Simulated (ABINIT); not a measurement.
# Calculated records

```xyz
2
Lattice="0.000 2.320 2.320 2.320 0.000 2.320 2.320 2.320 0.000" Properties=species:S:1:pos:R:3 pbc="T T T" subject="NaF (Villiaumite): a self-consistent loop beyond G0W0, cycle by cycle" method="RPA screening on PBEsol from quasiparticle energies and orbitals, plane waves, norm-conserving pseudopotentials (and 4 further levels or steps)" program="ABINIT 10.8.3" settings="cutoff 38 Ha, PseudoDojo scalar-relativistic 0.4.1 standard, norm-conserving, ngkpt (4, 4, 4), nband 26, ecuteps 4 Ha, gwcalctyp 28, inclvkb 2, shiftk (0, 0, 0), symchi 1, awtr 1, frequency ppm, cycle 9, q points all but q = 0, 4×4×4 k-mesh" cost="28 runs, 4.6 min in all on 4 MPI ranks of Arm Neoverse V1, shared host" notes="The cell and positions come from the Crystallography Open Database and are kept as given unless a step says otherwise. The 4×4×4 mesh is coarse for this cell, which bears on the long-range parts of exchange and screening." g0w0="10.561 eV" qsgw_cycle_1="11.304 eV" qsgw_cycle_2="12.344 eV" qsgw_cycle_3="12.703 eV" qsgw_cycle_4="12.799 eV" qsgw_cycle_5="12.774 eV" qsgw_cycle_6="12.726 eV" qsgw_cycle_7="12.678 eV" qsgw_cycle_8="12.661 eV" qsgw_cycle_9="12.666 eV" known_limits="short of the basis limit; coarse k mesh"
Na    0.000    0.000    0.000
F     2.320    2.320    2.320
```

[Long decimals in the printed logs are rounded to 6 places.]

[Logs are printed without paths, hosts, clocks, repeated set-up lines and the standing remarks that a program may print on its own settings, such as how far it seeks lower states.]

[Paths, hosts, dates, memory and timing lines, banners, echoed tables and standing remarks are left out of the program output; an Ansatz launch command may be rebuilt from the run's recorded settings. Measured values are a selection of at most five: reports struck by readers or far from the other reports are left out. None is set beside runs whose start may be inverted or whose files or cutoffs have a known fault.]

[Runs of the session that timed out or met a known fault of the program may be left out.]

[Hosts, paths, dates, database ids (printed as entryN), source tags and the programs' standing remarks are cut or masked in the printed files.]

[G0W0 gaps are taken among the corrected bands and points alone; a level outside them can change the order at an edge.]

[Where Ansatz stands beside ABINIT at settings called matched, ABINIT's density can come from a denser mesh and the files from another edition; pairs whose starting gaps differed by over 0.03 eV were left out, so agreement reads better than it is.]
